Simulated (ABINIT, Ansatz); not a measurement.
# NbB2 (P6/mmm): zone-centre phonons, part 2 of 3

Which modes does NbB2 (P6/mmm) have at the zone centre?

ABINIT 10.8.3; DFT LDA, scalar-relativistic, plane waves, JTH PAW pseudopotentials.

So far. Step 3 (Self-consistent run for the response): The cell stands at -0.24 GPa: the relaxation ran with a smoothed and higher cutoff, and the difference is a stress of the finite basis. The relaxed cell has a = 3.072, c = 3.280 Å (conventional setting).

The database entry behind the starting cell differs from later determinations by our own check (an axis about 1.2 % long against later determinations), so it need not match the best structure at ambient conditions.

## 4. Linear response at Γ

At q = 0 one unit cell holds all displacements. The response is solved for single atoms along the cell's directions, and symmetry skips those that follow from others. The crystal is treated as a metal, which screens a static field, so no field response is asked.

dfpt_gamma.abi

```

# common to the responses
getwfk_filepath "gso_WFK"
kptopt 2
nqpt 1
qpt 0.0 0.0 0.0
asr 0
chneut 0

# displacements
rfphon 1
rfatpol 1 3
rfdir 1 1 1
tolvrs 1.0d-10
prtwf 0

# basis, mesh and filling
ecut 18.0
pawecutdg 36.0
ngkpt 12 12 8
nshiftk 1
shiftk 0.0 0.0 0.0
istwfk *1
occopt 7
tsmear 0.01
nband 16
nstep 100
diemac 1000000.0
prtebands 0
prtgsr 0

# cell and atoms
acell 3*1.0 Angstrom
rprim 
    3.071944681 0.0 0.0
    -1.535972341 2.660382133 0.0
    0.0 0.0 3.279769142
ntypat 2
znucl 41 5
natom 3
typat 1 2 2
xred 
    0.0 0.0 0.0
    1/3 2/3 0.5
    2/3 1/3 0.5
pp_dirpath "./pseudo"
pseudos "Nb.xml, B.xml"
```

Command:

```bash
$ OMP_NUM_THREADS=1 mpirun -n 4 abinit dfpt_gamma.abi > dfpt_gamma.log
```

Numbers of over 12 decimals in the logs are rounded to 6 here.

dfpt_gamma.abo, the main output file:

```text
[banners, grids, parts of the stress and lines that vanish by symmetry left out]
- input  file    -> dfpt_gamma.abi
- output file    -> dfpt_gamma.abo
- root for input  files -> dfpt_gammai
- root for output files -> dfpt_gammao

-   ./pseudo/Nb.xml
-   ./pseudo/B.xml
 Symmetries : space group P6/m m m (#191); Bravais hP (primitive hexag.)
================================================================================
 Values of the parameters that define the memory need of the present run (RF).
     intxc =       0      iscf =       7    lmnmax =      18     lnmax =       6
     mgfft =      24  mpssoang =       3    mqgrid =    3001     natom =       3
  nloc_mem =       2    nspden =       1   nspinor =       1    nsppol =       1
      nsym =      24    n1xccc =       1    ntypat =       2    occopt =       7
   xclevel =       1
-    mband =          16        mffmem =           1         mkmem =         145
-   mkqmem =         145        mk1mem =         145           mpw =         684
      nfft =       13824          nkpt =         580
- my_mband =          16
Pmy_natom=         1
================================================================================
[...]
--------------------------------------------------------------------------------
------------- Echo of variables that govern the present computation ------------
--------------------------------------------------------------------------------
-
- outvars: echo of selected default values
-   iomode0 =  0 , fftalg0 =312 , wfoptalg0 = 10
-
- outvars: echo of global parameters not present in the input file
-  max_nthreads =    1
-
 -outvars: echo values of preprocessed input variables
 [... echo left out ...]
[...]
chkinp: Checking input parameters for consistency.

[...]
== DATASET  1 ==================================================================
-   mpi_nproc: 4, omp_nthreads: 1 (-1 if OMP is not activated)

--- !DatasetInfo
iteration_state: {dtset: 1, }
dimensions: {natom: 3, nkpt: 580, mband: 16, nsppol: 1, nspinor: 1, nspden: 1, mpw: 684, }
cutoff_energies: {ecut:  18.0, pawecutdg:  36.0, }
electrons: {nelect:   1.90000000E+01, charge:   0.00000000E+00, occopt:   7.00000000E+00, tsmear:   1.00000000E-02, }
meta: {optdriver: 1, rfphon: 1, }
...

 mkfilename: getwfk from: gso_WFK

 Real(R)+Recip(G) space primitive vectors, cartesian coordinates (Bohr,Bohr^-1):
 R(1)=  5.8051341  0.0000000  0.0000000  G(1)=  0.1722613  0.0994551  0.0000000
 R(2)= -2.9025671  5.0273936  0.0000000  G(2)=  0.0000000  0.1989102  0.0000000
 R(3)=  0.0000000  0.0000000  6.1978654  G(3)=  0.0000000  0.0000000  0.1613459
 Unit cell volume ucvol=  1.8088281E+02 bohr^3
 Angles (23,13,12)=  9.00000000E+01  9.00000000E+01  1.20000000E+02 degrees
 setup1 : take into account q-point for computing boxcut.

 Coarse grid specifications (used for wave-functions):

 getcut: wavevector=  0.0000  0.0000  0.0000  ngfft=  24  24  24
         ecut(hartree)=     18.000   => boxcut(ratio)=   2.02753

 Fine grid specifications (used for densities):

 getcut: wavevector=  0.0000  0.0000  0.0000  ngfft=  32  32  36
         ecut(hartree)=     36.000   => boxcut(ratio)=   2.04090

--- Pseudopotential description ------------------------------------------------
- pspini: atom type   1  psp file is ./pseudo/Nb.xml

- pspini: atom type   2  psp file is ./pseudo/B.xml

   4.47032233E+02                                ecore*ucvol(ha*bohr**3)
[...]
==>  initialize data related to q vector <==

 The list of irreducible perturbations for this q vector is:
    1)    idir= 1    ipert=   1
    2)    idir= 3    ipert=   1
    3)    idir= 1    ipert=   2
    4)    idir= 3    ipert=   2

[...]
The perturbation idir=   2  ipert=   1 is
 symmetric of a previously calculated perturbation.
 So, its SCF calculation is not needed.

 The perturbation idir=   2  ipert=   2 is
 symmetric of a previously calculated perturbation.
 So, its SCF calculation is not needed.

 The perturbation idir=   1  ipert=   3 is
 symmetric of a previously calculated perturbation.
 So, its SCF calculation is not needed.

 The perturbation idir=   2  ipert=   3 is
 symmetric of a previously calculated perturbation.
 So, its SCF calculation is not needed.

 The perturbation idir=   3  ipert=   3 is
 symmetric of a previously calculated perturbation.
 So, its SCF calculation is not needed.

[...]
Perturbation wavevector (in red.coord.)   0.000000  0.000000  0.000000
 Perturbation : displacement of atom   1   along direction   1
 Found     4 symmetries that leave the perturbation invariant.

[...]
dfpt_looppert : total number of electrons, from k and k+q
  fully or partially occupied states are    1.900000E+01 and    1.900000E+01.
 Initialisation of the first-order wave-functions :
  ireadwf=   0

--- !BeginCycle
iteration_state: {dtset: 1, }
solver: {iscf: 7, nstep: 100, nline: 4, wfoptalg: 10, }
tolerances: {tolvrs: 1.00E-10, }
...

     iter   2DEtotal(Ha)        deltaE(Ha) residm    vres2
-ETOT  1   689.00481094207     -6.719E+02 1.164E+01 1.563E+06
 ETOT  2   11.063547938167     -6.779E+02 6.801E-01 1.981E+04
 ETOT  3   4.683226     -6.380E+00 2.664E-01 9.089E+02
[...]
At SCF step   12       vres2   =  2.07E-13 < tolvrs=  1.00E-10 =>converged.
[...]
Mean square residual over all n,k,spin=   35.517E-12; max=  10.676E-08

 Fourteen components of 2nd-order total energy (hartree) are
 1,2,3: 0th-order hamiltonian combined with 1st-order wavefunctions
     kin0=   2.77252312E+02 eigvalue=   5.60774642E+01  local=  -1.30161279E+02
 4,5,6: 1st-order hamiltonian combined with 1st and 0th-order wfs
 loc psp =  -1.86677323E+03  Hartree=   5.06474490E+02     xc=  -5.56210026E+01
 note that "loc psp" includes a xc core correction that could be resolved
 7,8,9: eventually, occupation + non-local contributions
    edocc=   3.07780550E+02     enl0=   7.54309968E+01   enl1=  -5.26953026E+02
 10: eventually, PAW "on-site" Hxc contribution: epaw1=  -1.14898362E-03
 1-10 gives the relaxation energy (to be shifted if some occ is /=2.0)
   erelax=  -1.35649387E+03
 11,12,13 Non-relaxation  contributions : frozen-wavefunctions and Ewald
 fr.local=   1.20033238E+03 fr.nonlo=   1.15660479E+02  Ewald=   3.72818280E+01
 14,15 Frozen wf xc core corrections (1) and (2)
 frxc 1  =  -4.51025112E+00  frxc 2 =   1.21458292E+01
 16 Contribution from 1st-order change of wavefunctions overlap
 eovl1 =  -1.59631979E+02
 Resulting in :
 2DEtotal=    0.4416399273E+01 Ha. Also 2DEtotal=    0.120176346441E+03 eV
    (2DErelax=   -1.3564938690E+03 Ha. 2DEnonrelax=    1.3609102683E+03 Ha)
    (  non-var. 2DEtotal :    4.4151634779E+00 Ha)

[...]
Perturbation wavevector (in red.coord.)   0.000000  0.000000  0.000000
 Perturbation : displacement of atom   1   along direction   3
 Found    12 symmetries that leave the perturbation invariant.

[...]
dfpt_looppert : total number of electrons, from k and k+q
  fully or partially occupied states are    1.900000E+01 and    1.900000E+01.
 Initialisation of the first-order wave-functions :
  ireadwf=   0

--- !BeginCycle
iteration_state: {dtset: 1, }
solver: {iscf: 7, nstep: 100, nline: 4, wfoptalg: 10, }
tolerances: {tolvrs: 1.00E-10, }
...

     iter   2DEtotal(Ha)        deltaE(Ha) residm    vres2
-ETOT  1   1323.2604984910     -3.380E+02 2.721E+01 4.065E+06
[...]
At SCF step   12       vres2   =  3.22E-12 < tolvrs=  1.00E-10 =>converged.
[...]
Mean square residual over all n,k,spin=   14.968E-15; max=  11.521E-12

 Fourteen components of 2nd-order total energy (hartree) are
 1,2,3: 0th-order hamiltonian combined with 1st-order wavefunctions
     kin0=   3.34890764E+02 eigvalue=   6.56687292E+01  local=  -1.61295608E+02
 4,5,6: 1st-order hamiltonian combined with 1st and 0th-order wfs
 loc psp =  -2.29496344E+03  Hartree=   6.65937766E+02     xc=  -6.64943285E+01
 note that "loc psp" includes a xc core correction that could be resolved
 7,8,9: eventually, occupation + non-local contributions
    edocc=   3.45943870E+02     enl0=   9.13543455E+01   enl1=  -6.36034261E+02
 10: eventually, PAW "on-site" Hxc contribution: epaw1=   4.27354753E-03
 1-10 gives the relaxation energy (to be shifted if some occ is /=2.0)
   erelax=  -1.65498788E+03
 11,12,13 Non-relaxation  contributions : frozen-wavefunctions and Ewald
 fr.local=   1.38140263E+03 fr.nonlo=   1.48009888E+02  Ewald=   1.23163467E+02
 14,15 Frozen wf xc core corrections (1) and (2)
 frxc 1  =  -5.13634548E+00  frxc 2 =   1.38095071E+01
 16 Contribution from 1st-order change of wavefunctions overlap
 eovl1 =  -1.89489290E+02
 Resulting in :
 2DEtotal=    0.6261262596E+01 Ha. Also 2DEtotal=    0.170377634885E+03 eV
    (2DErelax=   -1.6549878847E+03 Ha. 2DEnonrelax=    1.6612491473E+03 Ha)
    (  non-var. 2DEtotal :    6.2610091899E+00 Ha)

[...]
Perturbation wavevector (in red.coord.)   0.000000  0.000000  0.000000
 Perturbation : displacement of atom   2   along direction   1
 Found     2 symmetries that leave the perturbation invariant.

[...]
dfpt_looppert : total number of electrons, from k and k+q
  fully or partially occupied states are    1.900000E+01 and    1.900000E+01.
 Initialisation of the first-order wave-functions :
  ireadwf=   0

--- !BeginCycle
iteration_state: {dtset: 1, }
solver: {iscf: 7, nstep: 100, nline: 4, wfoptalg: 10, }
tolerances: {tolvrs: 1.00E-10, }
...

     iter   2DEtotal(Ha)        deltaE(Ha) residm    vres2
-ETOT  1   16.812193034273     -5.496E+01 9.353E+00 3.274E+04
[...]
At SCF step   11       vres2   =  4.56E-13 < tolvrs=  1.00E-10 =>converged.
[...]
Mean square residual over all n,k,spin=   15.198E-11; max=  61.401E-08

 Fourteen components of 2nd-order total energy (hartree) are
 1,2,3: 0th-order hamiltonian combined with 1st-order wavefunctions
     kin0=   6.49505804E+01 eigvalue=  -8.30592400E+00  local=  -1.75877286E+01
 4,5,6: 1st-order hamiltonian combined with 1st and 0th-order wfs
 loc psp =  -7.08428084E+01  Hartree=   1.67024971E+01     xc=  -4.86177808E+00
 note that "loc psp" includes a xc core correction that could be resolved
 7,8,9: eventually, occupation + non-local contributions
    edocc=   8.55833895E+00     enl0=   6.32546560E+00   enl1=  -6.08049082E+01
 10: eventually, PAW "on-site" Hxc contribution: epaw1=   6.91927264E-03
 1-10 gives the relaxation energy (to be shifted if some occ is /=2.0)
   erelax=  -6.58593459E+01
 11,12,13 Non-relaxation  contributions : frozen-wavefunctions and Ewald
 fr.local=  -3.63640844E-01 fr.nonlo=   3.56141714E+01  Ewald=   3.66914053E+01
 14,15 Frozen wf xc core corrections (1) and (2)
 frxc 1  =  -3.53800397E-01  frxc 2 =   1.80979206E-01
 16 Contribution from 1st-order change of wavefunctions overlap
 eovl1 =  -3.52980077E-02
 Resulting in :
 2DEtotal=    0.5909768791E+01 Ha. Also 2DEtotal=    0.160813001200E+03 eV
    (2DErelax=   -6.5859345913E+01 Ha. 2DEnonrelax=    7.1769114704E+01 Ha)
    (  non-var. 2DEtotal :    5.9099583838E+00 Ha)

[...]
Perturbation wavevector (in red.coord.)   0.000000  0.000000  0.000000
 Perturbation : displacement of atom   2   along direction   3
 Found     6 symmetries that leave the perturbation invariant.

--------------------------------------------------------------------------------

--------------------------------------------------------------------------------

 dfpt_looppert : total number of electrons, from k and k+q
  fully or partially occupied states are    1.900000E+01 and    1.900000E+01.
 Initialisation of the first-order wave-functions :
  ireadwf=   0

--- !BeginCycle
iteration_state: {dtset: 1, }
solver: {iscf: 7, nstep: 100, nline: 4, wfoptalg: 10, }
tolerances: {tolvrs: 1.00E-10, }
...

     iter   2DEtotal(Ha)        deltaE(Ha) residm    vres2
-ETOT  1   34.047682935524     -4.669E+01 5.192E+00 1.167E+05
[...]
ETOT  9   4.089375     -4.094E-11 1.836E-05 2.753E-08
 ETOT 10   4.089375      1.729E-11 1.067E-05 1.377E-11

 At SCF step   10       vres2   =  1.38E-11 < tolvrs=  1.00E-10 =>converged.
[...]
Mean square residual over all n,k,spin=   58.197E-10; max=  10.673E-06

 Fourteen components of 2nd-order total energy (hartree) are
 1,2,3: 0th-order hamiltonian combined with 1st-order wavefunctions
     kin0=   7.68511701E+01 eigvalue=  -1.08714508E+01  local=  -2.07098951E+01
 4,5,6: 1st-order hamiltonian combined with 1st and 0th-order wfs
 loc psp =  -8.76175508E+01  Hartree=   2.17527325E+01     xc=  -5.59292133E+00
 note that "loc psp" includes a xc core correction that could be resolved
 7,8,9: eventually, occupation + non-local contributions
    edocc=   7.23434984E+00     enl0=   8.14769955E+00   enl1=  -6.58417368E+01
 10: eventually, PAW "on-site" Hxc contribution: epaw1=   3.51441900E-03
 1-10 gives the relaxation energy (to be shifted if some occ is /=2.0)
   erelax=  -7.66440884E+01
 11,12,13 Non-relaxation  contributions : frozen-wavefunctions and Ewald
 fr.local=  -9.41910209E-01 fr.nonlo=   3.72663045E+01  Ewald=   4.44490249E+01
 14,15 Frozen wf xc core corrections (1) and (2)
 frxc 1  =  -4.11151616E-01  frxc 2 =   3.71195682E-01
 16 Contribution from 1st-order change of wavefunctions overlap
 eovl1 =   8.55352446E-02
 Resulting in :
 2DEtotal=    0.4089374857E+01 Ha. Also 2DEtotal=    0.111277558726E+03 eV
    (2DErelax=   -7.6644088397E+01 Ha. 2DEnonrelax=    8.0733463254E+01 Ha)
    (  non-var. 2DEtotal :    4.0893547094E+00 Ha)

[...]
---- first-order wavefunction calculations are completed ----

 ==> Compute Derivative Database <==

 [... matrices left out ...]
  Phonon wavevector (reduced coordinates) :  0.00000  0.00000  0.00000
 Phonon energies in Hartree :
  -2.666843E-05 -8.778051E-06 -8.778051E-06  2.026214E-03  2.026214E-03
   2.258020E-03  2.582287E-03  3.803399E-03  3.803399E-03
 Phonon frequencies in cm-1    :
- -5.853044E+00 -1.926560E+00 -1.926559E+00  4.447025E+02  4.447025E+02
-  4.955781E+02  5.667464E+02  8.347497E+02  8.347497E+02

== END DATASET(S) ==============================================================
================================================================================

 -outvars: echo values of variables after computation
            acell      1.8897261259E+00  1.8897261259E+00  1.8897261259E+00 Bohr
           etotal      4.0893748566E+00
            fcart      0.0000000000E+00  0.0000000000E+00  0.0000000000E+00
           strten      0.0000000000E+00  0.0000000000E+00  0.0000000000E+00
================================================================================
```

The job ended after 2.2 min (4 MPI ranks of Intel Xeon at 2.70GHz, shared host).

This step gave:

```yaml
largest_acoustic_frequency_at_the_zone_centre_before_the_sum_rule: -5.85 cm⁻¹
highest_optical_zone_centre_mode_no_lo_to_term: 834.8 cm⁻¹
lowest_optical_zone_centre_mode: 444.7 cm⁻¹
```

The acoustic modes at Γ come out as far as 5.8 cm⁻¹ from zero, where they should vanish, a small numerical error.

(Part 2 of 3 ends here.)

[Host names and launcher messages were left out of these logs when they were recorded.]

[Logs are printed without paths, hosts, clocks, repeated set-up lines and the standing remarks that a program may print on its own settings, such as how far it seeks lower states.]

[Hosts, paths, dates, database ids (printed as entryN), source tags and the programs' standing remarks are cut or masked in the printed files.]
